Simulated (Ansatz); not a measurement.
# AgRuS2, from a guessed structure to a relaxed one

Starting from a made-up structure for AgRuS2, the aim is the relaxed cell, its shortest contacts and, where a second run follows, its electronic structure.

Main program and level: Ansatz 0.2.0; DFT, PBE, plane-wave PAW, files of the set soft_1, scalar-relativistic, no spin, cell and ions relaxed at zero pressure; PAW set soft_1, in the first sound run; inputs show where later runs differ.

## (1) The structure

The structure is hexagonal, space group P6_3/mmc (No. 194). The conventional cell has a = 3.633 Å, b = 3.633 Å, c = 15.143 Å, α = 90.00°, β = 90.00°, γ = 120.00°. Nearest to Ag lie 2 S at 2.58 Å. Nearest to Ru lie 6 S at 2.42 Å. Nearest to S lie 3 Ru at 2.42 Å and 1 Ag at 2.58 Å. Farther neighbours and most contacts between anions are not listed.

Structure file:

```cif
data_structure
_symmetry_space_group_name_H-M 'P 1'
_symmetry_Int_Tables_number 1
_cell_length_a 3.6330
_cell_length_b 3.6330
_cell_length_c 15.1430
_cell_angle_alpha 90.000
_cell_angle_beta 90.000
_cell_angle_gamma 120.000
_cell_volume 173.09
loop_
_atom_site_label
_atom_site_type_symbol
_atom_site_fract_x
_atom_site_fract_y
_atom_site_fract_z
_atom_site_occupancy
Ag1 Ag 0.33333 0.66667 0.25000 1
Ag2 Ag 0.66667 0.33333 0.75000 1
Ru3 Ru 0.00000 0.00000 0.00000 1
Ru4 Ru 0.00000 0.00000 0.50000 1
S5 S 0.33333 0.66667 0.07990 1
S6 S 0.66667 0.33333 0.57990 1
S7 S 0.66667 0.33333 0.92010 1
S8 S 0.33333 0.66667 0.42010 1
```

## (2) Relaxing cell and atoms

The guess takes its coordinates from another compound and its volume from a rule, so the cell and any free coordinates are relaxed together.

input.yaml

```yaml
crystal:
  lattice:
    - [3.633, 0.0, 0.0]
    - [-1.8165, 3.146270292, 0.0]
    - [0.0, 0.0, 15.143]
  atoms:
    - { symbol: Ag, position: [0.333333333, 0.666666667, 0.25] }
    - { symbol: Ag, position: [0.666666667, 0.333333333, 0.75] }
    - { symbol: Ru, position: [0.0, 0.0, 0.0] }
    - { symbol: Ru, position: [0.0, 0.0, 0.5] }
    - { symbol: S, position: [0.333333333, 0.666666667, 0.0799] }
    - { symbol: S, position: [0.666666667, 0.333333333, 0.5799] }
    - { symbol: S, position: [0.666666667, 0.333333333, 0.9201] }
    - { symbol: S, position: [0.333333333, 0.666666667, 0.4201] }
kpoints:
  mp_grid: { grid: [8, 8, 2] }
scf:
  occupations: { method: fermi_dirac, width: 0.05 }
hamiltonian:
  xc: pbe
  pseudopotentials: { kind: paw, azcp: { folder: soft_1 } }
relax:
  f_tol: 0.015
  max_steps: 70
  cell: {}
output:
  forces: true
  stress: true
```

Launch:

```console
$ ansatz run input.yaml --threads 4 --pin off --max-ram 10240MiB --backend cpu --events-out ev --progress --plain --runs-dir out
```

Numbers of over 12 decimals in the logs are rounded to 6 here.

Output:

```text
Engine: ansatz 0.2.0, x86_64-unknown-linux-gnu
Pseudopotentials: kind: paw
Pseudopotential: Ag, paw, valence charge 19, recommended cutoff 420 eV (normal), soft_1/Ag.paw.azcp
Pseudopotential: Ru, paw, valence charge 16, recommended cutoff 420 eV (normal), soft_1/Ru.paw.azcp
Pseudopotential: S, paw, valence charge 6, recommended cutoff 420 eV (normal), soft_1/S.paw.azcp
Functional definition: PBE
  parameter kappa = 0.804
  parameter beta = 0.066725
  exchange = pbe_x(kappa = kappa, mu = beta*pi^2/3)
  correlation = pbe_c(beta = beta)
Crystal: 8 atoms, lattice volume = 173.091 Å³
Basis set: ecut = 420 eV, 3327 PW (Γ), exchange–correlation on 50×50×216 points (8 copies of the dense FFT grid, shifted against one another)
Bands: 57, of which v1, the nominal top of the filled ones, is band 47 counted from 1 (46 counted from 0)
Symmetry: 24 space group operations
Space group: P63/mmc (ITA 194), of the structure as read, at distance tolerance 5.6e-5 Å
k-points: 20 of 128
Non-local potential: Ag, projectors of the file, l = 0: 3, l = 1: 2, l = 2: 2, l = 3: 1
Non-local potential: Ru, projectors of the file, l = 0: 3, l = 1: 2, l = 2: 2, l = 3: 1
Non-local potential: S, projectors of the file, l = 0: 2, l = 1: 2, l = 2: 1
PAW form: soft (Blöchl's): semilocal exchange-correlation on the pseudo side does not see the compensation charge
PAW one-centre angular grid: Ag, 590 points (default); XC on 64 Gauss nodes
PAW one-centre angular grid: Ru, 590 points (default); XC on 64 Gauss nodes
PAW one-centre angular grid: S, 110 points (default); XC on 64 Gauss nodes
Initial density: superposition of atomic densities (chi_scale 0.1, normalization cell, long waves kept (reshape's long-wave potential 0.48 eV rms))
Initial wavefunctions: pseudopotential atomic-orbital guess
Functional: x = pbe(κ = 0.804, μ = 0.219515), c = pbe(β = 0.066725)
SCF iter   1: F=—  HF=-30551.118323 eV  |F-HF|=—  |Δ(HF+E_count)|=         —  Δρ=8.92e-2  dr2=3.31e1  ethr=3.10e-3  ⟨swp⟩=6.5  Hψ=4351  notcnv=0  defer=1
preconditioner: auto → LDOS  [metal: Δε(μ)=0.013 eV  Ē_g=8.007 eV  σ=0.050 eV  W_gap=0.07  n_scr=52 (ndim 8)  ℏωp=22.2 eV  f_vac=0.020  D(μ)=12.72/eV (n_scr^D=136)  β→1.0]
SCF iter   2: F=—  HF=-30548.670683 eV  |F-HF|=—  |Δ(HF+E_count)|=    2.45e0  Δρ=5.20e-2  dr2=3.41e0  ethr=3.10e-3  ⟨swp⟩=3.2  Hψ=2504  notcnv=0  defer=48
SCF iter   3: F=—  HF=-30548.396063 eV  |F-HF|=—  |Δ(HF+E_count)|=   2.75e-1  Δρ=3.63e-2  dr2=2.45e0  ethr=3.10e-3  ⟨swp⟩=2.5  Hψ=2422  notcnv=0  defer=52
SCF iter   4: F=—  HF=-30547.994905 eV  |F-HF|=—  |Δ(HF+E_count)|=   4.01e-1  Δρ=1.71e-2  dr2=7.52e-1  ethr=2.61e-3  ⟨swp⟩=2.0  Hψ=1824  notcnv=0  defer=52
SCF iter   5: F=—  HF=-30547.913588 eV  |F-HF|=—  |Δ(HF+E_count)|=   8.13e-2  Δρ=7.87e-3  dr2=1.22e-1  ethr=8.00e-4  ⟨swp⟩=2.0  Hψ=1266  notcnv=0  defer=52
SCF iter   6: F=—  HF=-30547.892833 eV  |F-HF|=—  |Δ(HF+E_count)|=   2.08e-2  Δρ=1.41e-3  dr2=5.33e-3  ethr=1.30e-4  ⟨swp⟩=2.0  Hψ=1784  notcnv=0  defer=56
SCF iter   7: F=—  HF=-30547.892490 eV  |F-HF|=—  |Δ(HF+E_count)|=   3.43e-4  Δρ=3.10e-4  dr2=2.69e-4  ethr=5.67e-6  ⟨swp⟩=1.7  Hψ=1251  notcnv=0  defer=56
SCF iter   8: F=—  HF=-30547.892505 eV  |F-HF|=—  |Δ(HF+E_count)|=   1.50e-5  Δρ=4.53e-5  dr2=3.74e-6  ethr=2.86e-7  ⟨swp⟩=2.0  Hψ=1623  notcnv=0  defer=56
SCF iter   9: F=—  HF=-30547.892691 eV  |F-HF|=—  |Δ(HF+E_count)|=   1.86e-4  Δρ=1.34e-5  dr2=4.56e-7  ethr=3.98e-9  ⟨swp⟩=2.1  Hψ=1728  notcnv=0  defer=56
SCF iter  10: F=-30547.892691 eV  HF=-30547.892691 eV  |F-HF|=2.36e-8  |Δ(HF+E_count)|=   1.06e-7  Δρ=4.33e-6  dr2=3.83e-8  ethr=1.06e-10  ⟨swp⟩=5.0  Hψ=4248  notcnv=0
SCF 1 converged in 10 iterations: F = -30547.892691 eV  dr2 = 3.83e-8
  greatest PAW one-centre occupation: 1.001 electrons in one spin orbital (limit 2), on the Ag atom at site 1 (counted from 0), in its partial waves of l = 0
relax step   1: F+E_penalty+E_count = -30547.89269071 eV  Δ(F+E_penalty+E_count) = +0.000e0 eV  max|allowed force component| = 2.383e-1 eV/Å  Δτ_max = 0.0000 Å  P = -6.568 GPa  Ω = 173.091 Å³  (10 SCF iters, dr2 threshold 1.00e-7 eV, accepted)
Crystal: 8 atoms, lattice volume = 155.367 Å³
Basis set: ecut = 420 eV, 3031 PW (Γ), exchange–correlation on 50×50×216 points (8 copies of the dense FFT grid, shifted against one another)
Initial density: handed on by an earlier stage of this run
Initial wavefunctions: those handed on with the density
iter 1 solved again at ethr=1.64e-4 eV; its pass at ethr=3.10e-3 eV (dr2=1.55e-1 eV) is discarded
SCF iter   1: F=—  HF=-30548.370281 eV  |F-HF|=—  |Δ(HF+E_count)|=         —  Δρ=1.01e-2  dr2=1.70e-1  ethr=1.64e-4  ⟨swp⟩=2.8  Hψ=5833  notcnv=0
preconditioner: auto → LDOS  [metal: Δε(μ)=0.017 eV  Ē_g=7.995 eV  σ=0.050 eV  W_gap=0.09  n_scr=52 (ndim 8)  ℏωp=23.5 eV  f_vac=0.012  D(μ)=11.94/eV (n_scr^D=136)  β→1.0]
SCF iter   2: F=—  HF=-30548.370987 eV  |F-HF|=—  |Δ(HF+E_count)|=   7.06e-4  Δρ=8.46e-3  dr2=9.52e-2  ethr=1.64e-4  ⟨swp⟩=2.4  Hψ=2254  notcnv=0
SCF iter   3: F=—  HF=-30548.350410 eV  |F-HF|=—  |Δ(HF+E_count)|=   2.06e-2  Δρ=3.22e-3  dr2=2.50e-2  ethr=1.01e-4  ⟨swp⟩=2.0  Hψ=2343  notcnv=0  defer=34
SCF iter   4: F=—  HF=-30548.347450 eV  |F-HF|=—  |Δ(HF+E_count)|=   2.96e-3  Δρ=1.71e-3  dr2=8.00e-3  ethr=2.66e-5  ⟨swp⟩=2.1  Hψ=1430  notcnv=0  defer=34
SCF iter   5: F=—  HF=-30548.346547 eV  |F-HF|=—  |Δ(HF+E_count)|=   9.03e-4  Δρ=6.19e-4  dr2=8.86e-4  ethr=8.52e-6  ⟨swp⟩=1.6  Hψ=1107  notcnv=0  defer=34
SCF iter   6: F=—  HF=-30548.346459 eV  |F-HF|=—  |Δ(HF+E_count)|=   8.74e-5  Δρ=8.87e-5  dr2=2.77e-5  ethr=9.43e-7  ⟨swp⟩=2.0  Hψ=1223  notcnv=0  defer=34
SCF iter   7: F=—  HF=-30548.346692 eV  |F-HF|=—  |Δ(HF+E_count)|=   2.33e-4  Δρ=2.74e-5  dr2=1.25e-6  ethr=2.95e-8  ⟨swp⟩=2.1  Hψ=1639  notcnv=0  defer=34
SCF iter   8: F=-30548.346693 eV  HF=-30548.346693 eV  |F-HF|=3.80e-8  |Δ(HF+E_count)|=   4.29e-7  Δρ=6.14e-6  dr2=4.98e-8  ethr=8.51e-10  ⟨swp⟩=5.0  Hψ=4115  notcnv=0
SCF 2 converged in 8 iterations: F = -30548.346693 eV  dr2 = 4.98e-8
relax step   2: F+E_penalty+E_count = -30548.34669294 eV  Δ(F+E_penalty+E_count) = -4.540e-1 eV  max|allowed force component| = 1.337e-1 eV/Å  Δτ_max = 0.0810 Å  P = +0.120 GPa  Ω = 155.367 Å³  energy of the carried Pulay correction = +7.699e-3 eV  (8 SCF iters, dr2 threshold 8.00e-7 eV, accepted)
Crystal: 8 atoms, lattice volume = 155.407 Å³
Basis set: ecut = 420 eV, 3007 PW (Γ), exchange–correlation on 50×50×216 points (8 copies of the dense FFT grid, shifted against one another)
iter 1 solved again at ethr=4.32e-6 eV; its pass at ethr=3.10e-3 eV (dr2=4.06e-3 eV) is discarded
SCF iter   1: F=—  HF=-30548.355937 eV  |F-HF|=—  |Δ(HF+E_count)|=         —  Δρ=1.34e-3  dr2=4.55e-3  ethr=4.32e-6  ⟨swp⟩=2.5  Hψ=5697  notcnv=0
preconditioner: auto → LDOS  [metal: Δε(μ)=0.008 eV  Ē_g=8.027 eV  σ=0.050 eV  W_gap=0.04  n_scr=52 (ndim 8)  ℏωp=23.5 eV  f_vac=0.016  D(μ)=11.57/eV (n_scr^D=124)  β→1.0]
SCF iter   2: F=—  HF=-30548.355671 eV  |F-HF|=—  |Δ(HF+E_count)|=   2.66e-4  Δρ=8.61e-4  dr2=1.37e-3  ethr=4.32e-6  ⟨swp⟩=2.2  Hψ=1599  notcnv=0
SCF iter   3: F=—  HF=-30548.355449 eV  |F-HF|=—  |Δ(HF+E_count)|=   2.22e-4  Δρ=6.08e-4  dr2=6.37e-4  ethr=1.45e-6  ⟨swp⟩=2.1  Hψ=1968  notcnv=0
SCF iter   4: F=—  HF=-30548.355526 eV  |F-HF|=—  |Δ(HF+E_count)|=   7.66e-5  Δρ=2.35e-4  dr2=1.18e-4  ethr=6.78e-7  ⟨swp⟩=2.0  Hψ=1317  notcnv=0
SCF iter   5: F=—  HF=-30548.355508 eV  |F-HF|=—  |Δ(HF+E_count)|=   1.77e-5  Δρ=7.42e-5  dr2=1.41e-5  ethr=1.26e-7  ⟨swp⟩=2.6  Hψ=1624  notcnv=0
SCF iter   6: F=—  HF=-30548.355506 eV  |F-HF|=—  |Δ(HF+E_count)|=   1.77e-6  Δρ=2.93e-5  dr2=1.93e-6  ethr=1.50e-8  ⟨swp⟩=2.2  Hψ=1596  notcnv=0
SCF iter   7: F=-30548.355506 eV  HF=-30548.355506 eV  |F-HF|=1.42e-8  |Δ(HF+E_count)|=   2.23e-7  Δρ=5.86e-6  dr2=3.20e-8  ethr=8.51e-10  ⟨swp⟩=4.8  Hψ=3840  notcnv=0
SCF 3 converged in 7 iterations: F = -30548.355506 eV  dr2 = 3.20e-8
relax step   3: F+E_penalty+E_count = -30548.35550621 eV  Δ(F+E_penalty+E_count) = -8.813e-3 eV  max|allowed force component| = 2.805e-2 eV/Å  Δτ_max = 0.0044 Å  P = +0.204 GPa  Ω = 155.407 Å³  energy of the carried Pulay correction = +7.681e-3 eV  (7 SCF iters, dr2 threshold 8.00e-7 eV, accepted)
Crystal: 8 atoms, lattice volume = 156.028 Å³
Basis set: ecut = 420 eV, 3019 PW (Γ), exchange–correlation on 50×50×216 points (8 copies of the dense FFT grid, shifted against one another)
iter 1 solved again at ethr=2.80e-7 eV; its pass at ethr=3.10e-3 eV (dr2=2.63e-4 eV) is discarded
SCF iter   1: F=—  HF=-30548.355617 eV  |F-HF|=—  |Δ(HF+E_count)|=         —  Δρ=4.87e-4  dr2=3.73e-4  ethr=2.80e-7  ⟨swp⟩=3.0  Hψ=4913  notcnv=0
preconditioner: auto → LDOS  [metal: Δε(μ)=0.007 eV  Ē_g=8.038 eV  σ=0.050 eV  W_gap=0.03  n_scr=52 (ndim 8)  ℏωp=23.4 eV  f_vac=0.018  D(μ)=11.51/eV (n_scr^D=112)  β→1.0]
SCF iter   2: F=—  HF=-30548.355624 eV  |F-HF|=—  |Δ(HF+E_count)|=   6.65e-6  Δρ=3.92e-4  dr2=1.98e-4  ethr=2.80e-7  ⟨swp⟩=2.0  Hψ=2082  notcnv=0
SCF iter   3: F=—  HF=-30548.355571 eV  |F-HF|=—  |Δ(HF+E_count)|=   5.33e-5  Δρ=1.46e-4  dr2=5.11e-5  ethr=2.10e-7  ⟨swp⟩=2.0  Hψ=1962  notcnv=0
SCF iter   4: F=—  HF=-30548.355754 eV  |F-HF|=—  |Δ(HF+E_count)|=   1.83e-4  Δρ=7.96e-5  dr2=1.72e-5  ethr=5.44e-8  ⟨swp⟩=2.1  Hψ=1421  notcnv=0
SCF iter   5: F=—  HF=-30548.355752 eV  |F-HF|=—  |Δ(HF+E_count)|=   1.89e-6  Δρ=3.10e-5  dr2=2.39e-6  ethr=1.83e-8  ⟨swp⟩=1.3  Hψ=1147  notcnv=0
SCF iter   6: F=-30548.355751 eV  HF=-30548.355751 eV  |F-HF|=2.69e-8  |Δ(HF+E_count)|=   2.35e-7  Δρ=3.92e-6  dr2=5.11e-8  ethr=1.63e-10  ⟨swp⟩=4.0  Hψ=4590  notcnv=0
SCF 4 converged in 6 iterations: F = -30548.355751 eV  dr2 = 5.11e-8
relax step   4: F+E_penalty+E_count = -30548.35575142 eV  Δ(F+E_penalty+E_count) = -2.452e-4 eV  max|allowed force component| = 1.469e-4 eV/Å  Δτ_max = 0.0047 Å  P = -0.048 GPa  Ω = 156.028 Å³  energy of the carried Pulay correction = +7.397e-3 eV  (6 SCF iters, dr2 threshold 1.53e-7 eV, accepted)
Crystal: 8 atoms, lattice volume = 155.943 Å³
iter 1 solved again at ethr=2.05e-9 eV; its pass at ethr=3.10e-3 eV (dr2=1.92e-6 eV) is discarded
SCF iter   1: F=—  HF=-30548.355759 eV  |F-HF|=—  |Δ(HF+E_count)|=         —  Δρ=4.87e-5  dr2=3.92e-6  ethr=2.05e-9  ⟨swp⟩=3.1  Hψ=4756  notcnv=0
preconditioner: auto → LDOS  [metal: Δε(μ)=0.006 eV  Ē_g=8.039 eV  σ=0.050 eV  W_gap=0.03  n_scr=52 (ndim 8)  ℏωp=23.4 eV  f_vac=0.017  D(μ)=11.52/eV (n_scr^D=112)  β→1.0]
SCF iter   2: F=—  HF=-30548.355803 eV  |F-HF|=—  |Δ(HF+E_count)|=   4.42e-5  Δρ=4.34e-5  dr2=2.45e-6  ethr=2.05e-9  ⟨swp⟩=2.0  Hψ=2085  notcnv=0
SCF iter   3: F=—  HF=-30548.355803 eV  |F-HF|=—  |Δ(HF+E_count)|=   5.49e-7  Δρ=1.49e-5  dr2=5.17e-7  ethr=2.05e-9  ⟨swp⟩=2.0  Hψ=1974  notcnv=0
SCF iter   4: F=—  HF=-30548.355803 eV  |F-HF|=—  |Δ(HF+E_count)|=   5.98e-8  Δρ=7.84e-6  dr2=1.64e-7  ethr=5.50e-10  ⟨swp⟩=2.1  Hψ=1423  notcnv=0
SCF iter   5: F=—  HF=-30548.355803 eV  |F-HF|=—  |Δ(HF+E_count)|=   1.85e-8  Δρ=3.06e-6  dr2=2.40e-8  ethr=1.74e-10  ⟨swp⟩=1.3  Hψ=1152  notcnv=0
SCF iter   6: F=-30548.355803 eV  HF=-30548.355803 eV  |F-HF|=4.73e-10  |Δ(HF+E_count)|=   2.16e-9  Δρ=4.71e-7  dr2=8.53e-10  ethr=1.03e-11  ⟨swp⟩=4.5  Hψ=3823  notcnv=0
SCF 5 converged in 6 iterations: F = -30548.355803 eV  dr2 = 8.53e-10
relax step   5: F+E_penalty+E_count = -30548.35580273 eV  Δ(F+E_penalty+E_count) = -5.132e-5 eV  max|allowed force component| = 1.940e-4 eV/Å  Δτ_max = 0.0003 Å  P = +0.001 GPa  Ω = 155.943 Å³  energy of the carried Pulay correction = +7.436e-3 eV  (6 SCF iters, dr2 threshold 9.68e-9 eV, accepted)
Basis set: ecut = 420 eV, 3019 PW (Γ), exchange–correlation on 48×48×200 points (8 copies of the dense FFT grid, shifted against one another)
Initial wavefunctions: pseudopotential atomic-orbital guess (no wavefunctions were taken with the density)
iter 1 solved again at ethr=3.71e-7 eV; its pass at ethr=3.10e-3 eV (dr2=3.49e-4 eV) is discarded
SCF iter   1: F=—  HF=-30548.349109 eV  |F-HF|=—  |Δ(HF+E_count)|=         —  Δρ=2.02e-4  dr2=9.83e-6  ethr=3.71e-7  ⟨swp⟩=4.0  Hψ=8063  notcnv=0
preconditioner: auto → LDOS  [metal: Δε(μ)=0.006 eV  Ē_g=8.040 eV  σ=0.050 eV  W_gap=0.03  n_scr=52 (ndim 8)  ℏωp=23.4 eV  f_vac=0.017  D(μ)=11.52/eV (n_scr^D=112)  β→1.0]
SCF iter   2: F=—  HF=-30548.348968 eV  |F-HF|=—  |Δ(HF+E_count)|=   1.41e-4  Δρ=1.06e-4  dr2=1.32e-5  ethr=1.05e-8  ⟨swp⟩=2.0  Hψ=2090  notcnv=0
SCF iter   3: F=—  HF=-30548.348960 eV  |F-HF|=—  |Δ(HF+E_count)|=   8.55e-6  Δρ=3.54e-5  dr2=1.51e-6  ethr=1.05e-8  ⟨swp⟩=2.0  Hψ=2005  notcnv=0
SCF iter   4: F=—  HF=-30548.348970 eV  |F-HF|=—  |Δ(HF+E_count)|=   1.08e-5  Δρ=7.59e-6  dr2=1.05e-7  ethr=1.61e-9  ⟨swp⟩=2.0  Hψ=1869  notcnv=0
SCF iter   5: F=—  HF=-30548.348970 eV  |F-HF|=—  |Δ(HF+E_count)|=   4.99e-9  Δρ=2.95e-6  dr2=3.03e-8  ethr=1.12e-10  ⟨swp⟩=2.8  Hψ=2064  notcnv=0
SCF iter   6: F=—  HF=-30548.348970 eV  |F-HF|=—  |Δ(HF+E_count)|=   2.47e-9  Δρ=1.50e-6  dr2=4.93e-9  ethr=3.22e-11  ⟨swp⟩=1.1  Hψ=1141  notcnv=0
SCF iter   7: F=—  HF=-30548.348970 eV  |F-HF|=—  |Δ(HF+E_count)|=  6.00e-10  Δρ=3.94e-7  dr2=1.83e-10  ethr=5.25e-12  ⟨swp⟩=2.0  Hψ=1269  notcnv=0
SCF iter   8: F=-30548.348970 eV  HF=-30548.348970 eV  |F-HF|=1.46e-11  |Δ(HF+E_count)|=  1.09e-11  Δρ=1.03e-7  dr2=1.97e-11  ethr=1.00e-12  ⟨swp⟩=5.0  Hψ=4108  notcnv=0
SCF 6 converged in 8 iterations: F = -30548.348970 eV  dr2 = 1.97e-11
relax step   6: F+E_penalty+E_count = -30548.34897040 eV  Δ(F+E_penalty+E_count) = +6.832e-3 eV  max|allowed force component| = 1.417e-3 eV/Å  Δτ_max = 0.0000 Å  P = -0.009 GPa  Ω = 155.943 Å³  stress off target by 1.25e-2 GPa  SCF on the basis re-selected at this cell (its energy is not comparable with the rows above)  (8 SCF iters)
basis re-selected at this cell: Δ(F+E_penalty+E_count) = +6.832e-3 eV, ΔP = -0.010 GPa vs the last step (what re-selecting the basis moved, of the pressure what is left beyond the Pulay correction that the steps carried, after the strain that the cell walked since its last selection, with what the two solves' SCF thresholds leave and, on support functions, any second-order correction that the steps lacked; it is no measure of the basis error at this ecutwfc). The dense FFT grid was sized anew with the basis: this SCF ran on 24×24×100 points, the steps before it on 25×25×108, so part of this shift can come from that change (see relax.cell in the input reference). [rest of the remark cut]
SCF converged after 8 iterations
Free energy (F): -30548.348970 eV
Harris-Foulkes:  -30548.348970 eV  (|F-HF|=1.46e-11)
Internal energy: -30548.257687 eV  (E = F + TS)
E sigma→0 (E₀):  -30548.303329 eV
Entropy (-TS):   -0.091284 eV (-11.410 meV/atom)
Fermi energy:    10.343238 eV
--- Per-component energies (eV) ---
  E_band       = -1134.743416
  E_kinetic    = 2281.989442
  E_local      = -10581.089073  (includes V_loc(G=0)·N_el)
  E_nonlocal   = 1030.577078
  E_hartree    = 4455.381352
  E_xc         = -1010.965382
  E_vxc        = -1159.654978  (∫ρ·V_xc dr)
  E_paw        = -17351.663437  (= ΣΔE_a)
  E_vpaw       = -1617.330316  (= ΣTr[D̂ρ^β])
  E_aug_tail   = 0.002070  (compensation charges beyond the density's cutoff)
  E_ewald      = -9372.489736
  E_smearing   = -0.091284  (= −TS)
  E_closure    = -0.000000  (closes the sum)
  Σ components = -30548.348970   (vs F -30548.348970, Δ=0.00e0)
--- Forces (eV/Å), atoms counted from 1 ---
  atom   1  Ag     0.00000000     0.00000000     0.00000000
  atom   2  Ag     0.00000000     0.00000000     0.00000000
  atom   3  Ru    -0.00000000    -0.00000000     0.00000000
  atom   4  Ru    -0.00000000     0.00000000    -0.00000000
  atom   5  S      0.00000000    -0.00000000     0.00141658
  atom   6  S     -0.00000000     0.00000000     0.00141658
  atom   7  S      0.00000000     0.00000000    -0.00141658
  atom   8  S      0.00000000    -0.00000000    -0.00141658
  max |Σ_I F_I| component: 4.63e-17 eV/Å
--- Stress (GPa, compression-positive) ---
       -0.012482       0.000000       0.000000
       -0.000000      -0.012482       0.000000
        0.000000       0.000000      -0.002702
  P = ⅓ Tr σ = -0.0092 GPa (-0.092 kbar)
--- Relaxed structure (5 steps of the walk, 5 accepted, 1 SCFs on fresh bases) ---
  F+E_penalty+E_count = -30548.34897040 eV   max|allowed force component| = 1.417e-3 eV/Å   (the final SCF, on the basis selected at the relaxed cell)
  cell:  # Å, volume = 155.9425 Å³
    - [3.517073, 0.0, 0.0]
    - [-1.758536, 3.045875, 0.0]
    - [0.0, 0.0, 14.556976]
  atoms:
    - { symbol: Ag, position: [0.333333, 0.666667, 0.250000] }
    - { symbol: Ag, position: [0.666667, 0.333333, 0.75] }
    - { symbol: Ru, position: [0, 0, 1.3603540432691397e-19] }
    - { symbol: Ru, position: [0, 0, 0.500000] }
    - { symbol: S, position: [0.333333, 0.666667, 0.085243] }
    - { symbol: S, position: [0.666667, 0.333333, 0.585243] }
    - { symbol: S, position: [0.666667, 0.333333, 0.914757] }
    - { symbol: S, position: [0.333333, 0.666667, 0.414757] }
```

Run time: 10 s. Hardware: 4 threads of AMD EPYC 9R45 (Zen 5), shared host; peak memory 0.78 GiB; 18 s of CPU time.

Relaxation path:

```tsv
step	energy less that of the first step (eV)	largest force component (eV/Å)	pressure (GPa)	volume (Å³)
1	0.0000	0.2383	-6.57	173.09
2	-0.4540	0.1337	0.12	155.37
3	-0.4628	0.0280	0.20	155.41
4	-0.4631	0.0001	-0.05	156.03
5	-0.4631	0.0002	0.00	155.94
6*	-0.4563	0.0014	-0.01	155.94
```

Relaxation steps marked * repeat the geometry before them on a plane-wave basis chosen anew for their cell, so energy and pressure can jump there.

The run keeps the 24 symmetry operations that it works with, so distortions that break them were not tested.

```tsv
conventional cell, symmetrised	before	after	change
a (Å)	3.633	3.517	-3.2 %
b (Å)	3.633	3.517	-3.2 %
c (Å)	15.143	14.557	-3.9 %
volume (Å³/atom)	21.64	19.49	-9.9 %
```

The atoms that moved most (Å, as changes of fractional coordinates times the final cell):

```tsv
atom	dx	dy	dz	length
S7	0.000	0.000	-0.078	0.078
S5	0.000	0.000	0.078	0.078
S8	0.000	0.000	-0.078	0.078
S6	0.000	0.000	0.078	0.078
```

This step gave:

- free energy: -30548.3490 eV
- energy at zero smearing: -30548.3033 eV
- smearing term TS: 0.09128 eV
- Fermi energy: 10.34 eV
- electrons: 94
- symmetry operations: 24
- pressure: -0.009222 GPa

Shortest distances by pair of elements, guess and relaxed (not always the same contact):

```tsv
pair	guess (Å)	relaxed (Å)
Ru–S	2.421	2.380
Ag–S	2.576	2.398
S–S	3.202	3.207
Ag–Ag	3.633	3.517
Ru–Ru	3.633	3.517
```

The relaxation ends with a largest force component of 0.0014 eV/Å and a pressure of -0.01 GPa.

[end of part 1 of 2]

[Logs are printed without paths, hosts, clocks, repeated set-up lines and the standing remarks that a program may print on its own settings, such as how far it seeks lower states.]

[Hosts, paths, dates, database ids (printed as entryN), source tags and the programs' standing remarks are cut or masked in the printed files.]
